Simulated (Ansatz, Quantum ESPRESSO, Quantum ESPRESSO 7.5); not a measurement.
# Screening and band shifts of Zr2CO2 MXene, 1 layer

How does Zr2CO2 MXene, 1 layer respond to a gate-like field without added charge?

Main program and level: Quantum ESPRESSO 7.5; plane-wave DFT, LDA, GBRV ultrasoft pseudopotentials (geometry and cross-check by Ansatz 0.2.0 with PAW datasets; geometry under PBE).

### Step 1. Set-up

The cell holds 5 atoms: 2 O, 2 Zr and 1 C. Its edges and angles: a = 3.289 Å, b = 3.289 Å, c = 21.953 Å, α = 90.0°, β = 90.0°, γ = 120.0°. It derives from Zr2CO2. Vacuum lies along c.

### Step 2. Geometry from Ansatz

A relaxation in Ansatz fixes the structure of this slab for the runs on it.

Contents of input.yaml:

```yaml
crystal:
  lattice:
    - [3.289, 0.0, 0.0]
    - [-1.6445, 2.848357553, 0.0]
    - [0.0, 0.0, 21.9529467956]
  atoms:
    - { symbol: O, position: [0.3333333333, 0.6666666667, 0.3871917551] }
    - { symbol: Zr, position: [0.6666666667, 0.3333333333, 0.4408848486] }
    - { symbol: C, position: [0.0, 0.0, 0.5] }
    - { symbol: Zr, position: [0.3333333333, 0.6666666667, 0.5591151514] }
    - { symbol: O, position: [0.6666666667, 0.3333333333, 0.6128082449] }
kpoints:
  mp_grid: { grid: [12, 12, 1] }
hamiltonian:
  xc: pbe
scf:
  occupations: { method: fermi_dirac, width: 0.05 }
  convergence: { dr2_threshold: 1.0e-08 }
efield:
  axis: 3
  dipole_correction: true
  ramp_position: 0.97
  ramp_width: 0.04
relax:
  f_tol: 0.01
  cell: { fix: [c, alpha, beta] }
output:
  write_potential: true
  write_density: true
  volumetric_format: npy
```

On the command line:

```console
$ ansatz run input.yaml --threads 4 --pin off --max-ram 8192MiB --backend cpu --events-out ev --progress --plain --runs-dir out
```

Numbers of over 12 decimals in the logs are rounded to 6 here.

Output:

```text
Warning: relax.cell: scf.convergence.dr2_threshold = 1e-8 eV is looser than the 5e-10 eV advised for a relaxation that steers and ends on the stress (1e-10 eV for each atom of the cell: 5). What an SCF threshold leaves in a stress goes as its square root, and in the free energy as the threshold itself, and one threshold admits the most on a small cell: [figures from the program's tests cut] Set scf.convergence.dr2_threshold to 5e-10 eV or tighter. The threshold is an SCF's pass mark: one that does not reach it within its budget of iterations ends unconverged, or closes short of it on a stop that the run arms, and scf.convergence.dr2_threshold's page says what that costs each kind of run
Engine: ansatz 0.2.0, aarch64-unknown-linux-gnu
Pseudopotentials: kind: paw
Pseudopotential: O, paw, valence charge 6, recommended cutoff 420 eV (normal), O.paw.azcp
Pseudopotential: Zr, paw, valence charge 12, recommended cutoff 420 eV (normal), Zr.paw.azcp
Pseudopotential: C, paw, valence charge 4, recommended cutoff 420 eV (normal), C.paw.azcp
Functional definition: PBE
  parameter kappa = 0.804
  parameter beta = 0.066725
  exchange = pbe_x(kappa = kappa, mu = beta*pi^2/3)
  correlation = pbe_c(beta = beta)
Crystal: 5 atoms, lattice volume = 205.661 Å³
Basis set: ecut = 420 eV, 4069 PW (Γ), exchange–correlation on 48×48×300 points (8 copies of the dense FFT grid, shifted against one another)
Bands: 25, of which v1, the nominal top of the filled ones, is band 20 counted from 1 (19 counted from 0)
Symmetry: 6 space group operations
k-points: 19 of 144 (time reversal used)
Non-local potential: O, projectors of the file, l = 0: 2, l = 1: 2, l = 2: 1
Non-local potential: Zr, projectors of the file, l = 0: 3, l = 1: 2, l = 2: 2, l = 3: 2
Non-local potential: C, projectors of the file, l = 0: 2, l = 1: 2, l = 2: 1
PAW form: soft (Blöchl's): semilocal exchange-correlation on the pseudo side does not see the compensation charge
PAW one-centre angular grid: O, 110 points (default); XC on 64 Gauss nodes
PAW one-centre angular grid: Zr, 590 points (default); XC on 64 Gauss nodes
PAW one-centre angular grid: C, 110 points (default); XC on 64 Gauss nodes
Initial density: superposition of atomic densities (neutral atoms: chi_scale 0, normalization atom), corrected by the library's trained network
Initial wavefunctions: pseudopotential atomic-orbital guess
Functional: x = pbe(κ = 0.804, μ = 0.219515), c = pbe(β = 0.066725)
SCF iter   1: F=—  HF=-9758.673673 eV  |F-HF|=—  |Δ(HF+E_count)|=         —  Δρ=2.88e-3  dr2=2.24e-2  ethr=1.77e-3  p=0.000 e·Å  D=3.02e-5 V/Å  ΔV_dip=-0.00 eV  dr2_dipole=8.65e-9  V_vac-E_F(+/−)=7.08/7.09 eV  ⟨swp⟩=8.0  Hψ=2483  notcnv=0
efield: sawtooth ramp at fractional position 0.9700 (set: `efield.ramp_position`, or a place that a band, a saddle search or an elastic batch's reference lends), width 0.0400; the density the first Hamiltonian is built on has a dipole p = 0.000 e·Å; the dipole correction subtracts the counter field D = 3.02e-5 V/Å, which shifts the + side's vacuum level by -0.00 eV against the − side's; the planar-averaged density in the ramp window peaks in size at 5.2e-6 e/Å³
preconditioner: auto → none  [insulator: Δε(μ)=0.759 eV  Ē_g=8.987 eV  σ=0.050 eV  W_gap=1.00  n_scr=14 (ndim 8)  ℏωp=12.7 eV  f_vac=0.656  D(μ)=0.00/eV (n_scr^D=0)  ε∞_Penn≈3.0]
SCF iter   2: F=—  HF=-9758.672462 eV  |F-HF|=—  |Δ(HF+E_count)|=   1.21e-3  Δρ=2.94e-3  dr2=2.72e-2  ethr=5.60e-5  p=0.000 e·Å  D=9.18e-5 V/Å  ΔV_dip=-0.00 eV  dr2_dipole=6.39e-7  V_vac-E_F(+/−)=7.28/7.28 eV  ⟨swp⟩=2.7  Hψ=1081  notcnv=0  defer=10
SCF iter   3: F=—  HF=-9758.670692 eV  |F-HF|=—  |Δ(HF+E_count)|=   1.77e-3  Δρ=2.07e-3  dr2=1.57e-2  ethr=5.60e-5  p=-0.000 e·Å  D=-1.96e-4 V/Å  ΔV_dip=0.00 eV  dr2_dipole=4.15e-6  V_vac-E_F(+/−)=7.22/7.22 eV  ⟨swp⟩=2.0  Hψ=776  notcnv=0  defer=10
SCF iter   4: F=—  HF=-9758.669023 eV  |F-HF|=—  |Δ(HF+E_count)|=   1.67e-3  Δρ=6.63e-4  dr2=9.35e-4  ethr=3.93e-5  p=0.000 e·Å  D=2.86e-4 V/Å  ΔV_dip=-0.01 eV  dr2_dipole=8.42e-6  V_vac-E_F(+/−)=7.28/7.29 eV  ⟨swp⟩=2.0  Hψ=583  notcnv=0  defer=10
SCF iter   5: F=—  HF=-9758.669294 eV  |F-HF|=—  |Δ(HF+E_count)|=   2.71e-4  Δρ=3.33e-4  dr2=7.77e-4  ethr=2.34e-6  p=-0.002 e·Å  D=-1.36e-3 V/Å  ΔV_dip=0.03 eV  dr2_dipole=1.90e-4  V_vac-E_F(+/−)=7.32/7.29 eV  ⟨swp⟩=2.4  Hψ=732  notcnv=0  defer=10
SCF iter   6: F=—  HF=-9758.669428 eV  |F-HF|=—  |Δ(HF+E_count)|=   1.34e-4  Δρ=2.40e-4  dr2=4.90e-4  ethr=1.94e-6  p=0.001 e·Å  D=1.10e-3 V/Å  ΔV_dip=-0.02 eV  dr2_dipole=1.25e-4  V_vac-E_F(+/−)=7.30/7.32 eV  ⟨swp⟩=2.0  Hψ=593  notcnv=0  defer=10
SCF iter   7: F=—  HF=-9758.669485 eV  |F-HF|=—  |Δ(HF+E_count)|=   5.72e-5  Δρ=1.37e-4  dr2=1.50e-4  ethr=1.22e-6  p=0.001 e·Å  D=5.98e-4 V/Å  ΔV_dip=-0.01 eV  dr2_dipole=3.83e-5  V_vac-E_F(+/−)=7.31/7.33 eV  ⟨swp⟩=1.4  Hψ=508  notcnv=0  defer=10
SCF iter   8: F=—  HF=-9758.669544 eV  |F-HF|=—  |Δ(HF+E_count)|=   5.93e-5  Δρ=4.18e-5  dr2=1.01e-5  ethr=3.76e-7  p=0.000 e·Å  D=1.52e-4 V/Å  ΔV_dip=-0.00 eV  dr2_dipole=2.53e-6  V_vac-E_F(+/−)=7.33/7.33 eV  ⟨swp⟩=2.0  Hψ=584  notcnv=0  defer=10
SCF iter   9: F=—  HF=-9758.669543 eV  |F-HF|=—  |Δ(HF+E_count)|=   9.14e-7  Δρ=7.80e-6  dr2=3.99e-7  ethr=2.52e-8  p=0.000 e·Å  D=2.28e-5 V/Å  ΔV_dip=-0.00 eV  dr2_dipole=5.34e-8  V_vac-E_F(+/−)=7.33/7.33 eV  ⟨swp⟩=2.2  Hψ=677  notcnv=0  defer=10
SCF iter  10: F=—  HF=-9758.669432 eV  |F-HF|=—  |Δ(HF+E_count)|=   1.11e-4  Δρ=3.88e-6  dr2=2.40e-8  ethr=9.97e-10  p=0.000 e·Å  D=1.33e-6 V/Å  ΔV_dip=-0.00 eV  dr2_dipole=9.17e-12  V_vac-E_F(+/−)=7.33/7.33 eV  ⟨swp⟩=2.2  Hψ=762  notcnv=0  defer=10
SCF iter  11: F=—  HF=-9758.669432 eV  |F-HF|=—  |Δ(HF+E_count)|=   5.65e-9  Δρ=2.71e-6  dr2=2.49e-8  ethr=2.50e-11  p=-0.000 e·Å  D=-6.26e-7 V/Å  ΔV_dip=0.00 eV  dr2_dipole=6.08e-10  V_vac-E_F(+/−)=7.33/7.33 eV  ⟨swp⟩=10.9  Hψ=3646  notcnv=0
SCF iter  12: F=-9758.669432 eV  HF=-9758.669432 eV  |F-HF|=5.44e-10  |Δ(HF+E_count)|=   5.40e-9  Δρ=4.10e-7  dr2=8.22e-10  ethr=2.50e-11  p=0.000 e·Å  D=9.10e-7 V/Å  ΔV_dip=-0.00 eV  dr2_dipole=1.18e-11  V_vac-E_F(+/−)=7.33/7.33 eV  ⟨swp⟩=8.0  Hψ=3475  notcnv=0
SCF 1 converged in 12 iterations: F = -9758.669432 eV  dr2 = 8.22e-10
  greatest PAW one-centre occupation: 0.995 electrons in one spin orbital (limit 2), on the Zr atom at site 1 (counted from 0), in its partial waves of l = 0
[...]
relax step   4: F+E_penalty+E_count = -9759.64139950 eV  Δ(F+E_penalty+E_count) = -1.444e-1 eV  max|allowed force component| = 3.016e-1 eV/Å  Δτ_max = 0.1259 Å  P = +0.326 GPa  Ω = 206.582 Å³  energy of the carried Pulay correction = -8.111e-4 eV  fix = [c, alpha, beta]  reactions: c +0.176 GPa  (10 SCF iters, accepted)
[...]
relax step   5: F+E_penalty+E_count = -9759.64512329 eV  Δ(F+E_penalty+E_count) = -3.724e-3 eV  max|allowed force component| = 2.116e-2 eV/Å  Δτ_max = 0.0096 Å  P = +0.014 GPa  Ω = 207.882 Å³  energy of the carried Pulay correction = -1.949e-3 eV  fix = [c, alpha, beta]  reactions: c +0.004 GPa  (9 SCF iters, accepted)
[...]
relax step   6: F+E_penalty+E_count = -9759.64517742 eV  Δ(F+E_penalty+E_count) = -5.414e-5 eV  max|allowed force component| = 2.973e-3 eV/Å  Δτ_max = 0.0012 Å  P = +0.003 GPa  Ω = 207.852 Å³  energy of the carried Pulay correction = -1.922e-3 eV  fix = [c, alpha, beta]  reactions: c -0.011 GPa  (7 SCF iters, accepted)
Initial wavefunctions: pseudopotential atomic-orbital guess (no wavefunctions were taken with the density)
iter 1 solved again at ethr=1.61e-7 eV; its pass at ethr=3.10e-3 eV (dr2=6.43e-5 eV) is discarded
SCF iter   1: F=—  HF=-9759.646911 eV  |F-HF|=—  |Δ(HF+E_count)|=         —  Δρ=6.55e-5  dr2=7.35e-7  ethr=1.61e-7  p=-0.000 e·Å  D=-8.10e-7 V/Å  ΔV_dip=0.00 eV  dr2_dipole=3.06e-11  V_vac-E_F(+/−)=4.88/4.88 eV  ⟨swp⟩=4.3  Hψ=3962  notcnv=0
efield: sawtooth ramp at fractional position 0.9700 (set: `efield.ramp_position`, or a place that a band, a saddle search or an elastic batch's reference lends), width 0.0400; the density the first Hamiltonian is built on has a dipole p = -0.000 e·Å; the dipole correction subtracts the counter field D = -8.10e-7 V/Å, which shifts the + side's vacuum level by +0.00 eV against the − side's; the planar-averaged density in the ramp window peaks in size at 3.3e-7 e/Å³
preconditioner: auto → none  [insulator: Δε(μ)=0.965 eV  Ē_g=9.494 eV  σ=0.050 eV  W_gap=1.00  n_scr=14 (ndim 8)  ℏωp=12.6 eV  f_vac=0.664  D(μ)=0.00/eV (n_scr^D=0)  ε∞_Penn≈2.8]
SCF iter   2: F=—  HF=-9759.647099 eV  |F-HF|=—  |Δ(HF+E_count)|=   1.88e-4  Δρ=3.28e-5  dr2=4.22e-7  ethr=1.84e-9  p=0.000 e·Å  D=2.84e-6 V/Å  ΔV_dip=-0.00 eV  dr2_dipole=5.08e-10  V_vac-E_F(+/−)=4.88/4.88 eV  ⟨swp⟩=2.9  Hψ=846  notcnv=0
SCF iter   3: F=—  HF=-9759.647211 eV  |F-HF|=—  |Δ(HF+E_count)|=   1.12e-4  Δρ=1.99e-5  dr2=3.94e-7  ethr=1.06e-9  p=-0.000 e·Å  D=-1.20e-5 V/Å  ΔV_dip=0.00 eV  dr2_dipole=9.16e-9  V_vac-E_F(+/−)=4.88/4.88 eV  ⟨swp⟩=2.6  Hψ=744  notcnv=0
SCF iter   4: F=—  HF=-9759.647266 eV  |F-HF|=—  |Δ(HF+E_count)|=   5.53e-5  Δρ=6.43e-6  dr2=3.01e-7  ethr=9.84e-10  p=0.000 e·Å  D=2.96e-5 V/Å  ΔV_dip=-0.00 eV  dr2_dipole=5.80e-8  V_vac-E_F(+/−)=4.88/4.88 eV  ⟨swp⟩=2.2  Hψ=709  notcnv=0
SCF iter   5: F=—  HF=-9759.647271 eV  |F-HF|=—  |Δ(HF+E_count)|=   4.69e-6  Δρ=2.84e-6  dr2=2.33e-8  ethr=7.53e-10  p=-0.000 e·Å  D=-7.56e-6 V/Å  ΔV_dip=0.00 eV  dr2_dipole=3.73e-9  V_vac-E_F(+/−)=4.88/4.88 eV  ⟨swp⟩=2.0  Hψ=551  notcnv=0
SCF iter   6: F=-9759.647274 eV  HF=-9759.647272 eV  |F-HF|=1.64e-6  |Δ(HF+E_count)|=   1.78e-6  Δρ=1.54e-6  dr2=1.19e-9  ethr=2.50e-11  p=-0.000 e·Å  D=-2.80e-7 V/Å  ΔV_dip=0.00 eV  dr2_dipole=2.69e-12  V_vac-E_F(+/−)=4.88/4.88 eV  ⟨swp⟩=12.0  Hψ=3561  notcnv=0
SCF 7 converged in 6 iterations: F = -9759.647274 eV  dr2 = 1.19e-9
relax step   7: F+E_penalty+E_count = -9759.64727409 eV  Δ(F+E_penalty+E_count) = -2.097e-3 eV  max|allowed force component| = 2.735e-3 eV/Å  Δτ_max = 0.0000 Å  P = +0.023 GPa  Ω = 207.852 Å³  fix = [c, alpha, beta]  reactions: c +0.007 GPa  stress off target by 3.14e-2 GPa on what of the cell is left free  SCF on the basis re-selected at this cell (its energy is not comparable with the rows above)  (6 SCF iters)
basis re-selected at this cell: Δ(F+E_penalty+E_count) = -2.097e-3 eV, ΔP = +0.020 GPa vs the last step (what re-selecting the basis moved, of the pressure what is left beyond the Pulay correction that the steps carried, after the strain that the cell walked since its last selection, with what the two solves' SCF thresholds leave and, on support functions, any second-order correction that the steps lacked; it is no m [...]
WARN: The input density's exchange-correlation potential varies sharply where the density is thin. Do not read a vacuum level from v_tot or v_xc, or from such a field of the output density. On a cell that repeats whose density bears no net charge and no dipole along the vacuum's axis use v_es (v_loc + v_h of the components); under efield.dipole_correction with no amplitude use v_es + v_field, which holds any external [...]
SCF converged after 6 iterations
Free energy (F): -9759.647274 eV
Harris-Foulkes:  -9759.647272 eV  (|F-HF|=1.64e-6)
Internal energy: -9759.647271 eV  (E = F + TS)
E sigma→0 (E₀):  -9759.647272 eV
Entropy (-TS):   -0.000003 eV (-0.001 meV/atom)
Fermi energy:    0.644902 eV
Dipole field:    D = 0.000002 V/Å  (p = 0.000002 e·Å, saw-weighted, corrected)
Work function:   Φ+ = 4.8784 eV   Φ− = 4.8785 eV
Levels:          The Fermi level and band energies are counted from a zero that moves with the ramp; work functions are not
--- Per-component energies (eV) ---
  E_band       = -662.247612
  E_kinetic    = 1107.422996
  E_local      = -31484.959567  (includes V_loc(G=0)·N_el)
  E_nonlocal   = 275.482622
  E_hartree    = 15154.248551
  E_xc         = -522.154313
  E_vxc        = -633.784189  (∫ρ·V_xc dr)
  E_paw        = -6320.446412  (= ΣΔE_a)
  E_vpaw       = -234.915251  (= ΣTr[D̂ρ^β])
  E_aug_tail   = 0.004948  (compensation charges beyond the density's cutoff)
  E_efield     = 0.000000  (sawtooth field / dipole correction)
  E_vefield    = -0.000017  (∫n·V_field dr)
  E_ewald      = 12030.753904
  E_smearing   = -0.000003  (= −TS)
  E_closure    = -0.000000  (closes the sum)
  Σ components = -9759.647274   (vs F -9759.647274, Δ=0.00e0)
--- Forces (eV/Å), atoms counted from 1 ---
  atom   1  O     -0.00000000     0.00000000    -0.00273494
  atom   2  Zr    -0.00000000     0.00000000     0.00085367
  atom   3  C      0.00000000     0.00000000     0.00000902
  atom   4  Zr     0.00000000    -0.00000000    -0.00082731
  atom   5  O      0.00000000    -0.00000000     0.00269774
  max |Σ_I F_I| component: 1.82e-6 eV/Å
--- Stress (GPa, compression-positive) ---
        0.031442       0.000000       0.000000
        0.000000       0.031442       0.000000
        0.000000       0.000000       0.006680
  P = ⅓ Tr σ = 0.0232 GPa (0.232 kbar)
--- Band table (eV; the first three rows and the last of 19) ---
  k-point 0: bands = [... 16 lower, -3.9496, -0.9916, 0.1879, 0.1879, 2.0218, 2.0218, 2.4525, 3.4245, ... 1 higher]
  k-point 1: bands = [... 16 lower, -3.8428, -0.8683, -0.3501, -0.0692, 2.0200, 2.3422, 2.5477, 3.4609, ... 1 higher]
  k-point 2: bands = [... 16 lower, -3.6163, -1.3346, -0.7078, -0.4996, 1.7107, 2.8689, 2.9800, 3.7031, ... 1 higher]
  k-point 18: bands = [... 16 lower, -3.4525, -2.0788, -2.0432, -2.0432, 2.3161, 3.2281, 3.2281, 4.0372, ... 1 higher]
--- Relaxed structure (6 steps of the walk, 6 accepted, 1 SCFs on fresh bases) ---
  F+E_penalty+E_count = -9759.64727409 eV   max|allowed force component| = 2.735e-3 eV/Å   (the final SCF, on the basis selected at the relaxed cell)
  cell:  # Å, volume = 207.8518 Å³
    - [3.306475, 0, 0]
    - [-1.653237, 2.863491, 0]
    - [0, 0, 21.9529467956]
  atoms:
    - { symbol: O, position: [0.333333, 0.666667, 0.394448] }
    - { symbol: Zr, position: [0.666667, 0.333333, 0.436312] }
    - { symbol: C, position: [0, 0, 0.500000] }
    - { symbol: Zr, position: [0.333333, 0.666667, 0.563688] }
    - { symbol: O, position: [0.666667, 0.333333, 0.605552] }
```

Run time: 17 s. Hardware: 4 threads of Arm Neoverse V2, shared host; peak memory 0.52 GiB.

The steps of the relaxation:

```csv
step,energy less that of the first step (eV),largest force component (eV/Å),pressure (GPa),volume (Å³)
1,0.0000,4.9864,-1.10,205.66
2,-0.8010,2.0336,-0.82,206.90
3,-0.8275,0.5042,-0.84,216.99
4,-0.9720,0.3016,0.33,206.58
5,-0.9757,0.0212,0.01,207.88
6,-0.9757,0.0030,0.00,207.85
7*,-0.9778,0.0027,0.02,207.85
```

Relaxation steps marked * repeat the geometry before them on a plane-wave basis chosen anew for their cell, so energy and pressure can jump there.

```csv
cell as run,before,after,change
a (Å),3.289,3.306,+0.5 %
b (Å),3.289,3.306,+0.5 %
```

The atoms that moved most (Å, along periodic axes as changes of fractional coordinates times the final cell, across vacuum about the mean position):

```csv
atom,dx,dy,dz,length
O1,0.000,0.000,0.159,0.159
O5,0.000,0.000,-0.159,0.159
Zr2,0.000,0.000,-0.100,0.100
Zr4,0.000,0.000,0.100,0.100
```

Final coordinates:

```cif
data_structure
_symmetry_space_group_name_H-M 'P 1'
_symmetry_Int_Tables_number 1
_cell_length_a 3.3065
_cell_length_b 3.3065
_cell_length_c 21.9529
_cell_angle_alpha 90.000
_cell_angle_beta 90.000
_cell_angle_gamma 120.000
_cell_volume 207.85
loop_
_atom_site_label
_atom_site_type_symbol
_atom_site_fract_x
_atom_site_fract_y
_atom_site_fract_z
_atom_site_occupancy
O1 O 0.33333 0.66667 0.39445 1
Zr2 Zr 0.66667 0.33333 0.43631 1
C3 C 0.00000 0.00000 0.50000 1
Zr4 Zr 0.33333 0.66667 0.56369 1
O5 O 0.66667 0.33333 0.60555 1
```

Read from the output:

```
free energy                                                      : -9759.6473 eV
Fermi energy                                                     : 0.6449 eV
gap by band count                                                : 0.9647 eV
symmetry operations                                              : 6
dipole along the normal                                          : 2.16e-6 e·Å
vacuum level at the upper face over a Fermi level inside the gap : 4.878 eV
vacuum level at the lower face over a Fermi level inside the gap : 4.878 eV
```

[end of part 1 of 7]

[Logs are printed without paths, hosts, clocks, repeated set-up lines and the standing remarks that a program may print on its own settings, such as how far it seeks lower states.]

[Hosts, paths, dates, database ids (printed as entryN), source tags and the programs' standing remarks are cut or masked in the printed files.]

[Maps of the electrostatic potential energy from Ansatz leave out the sawtooth potential of an applied field or a dipole correction, so their vacuum need not be flat; planar profiles and work functions include it.]
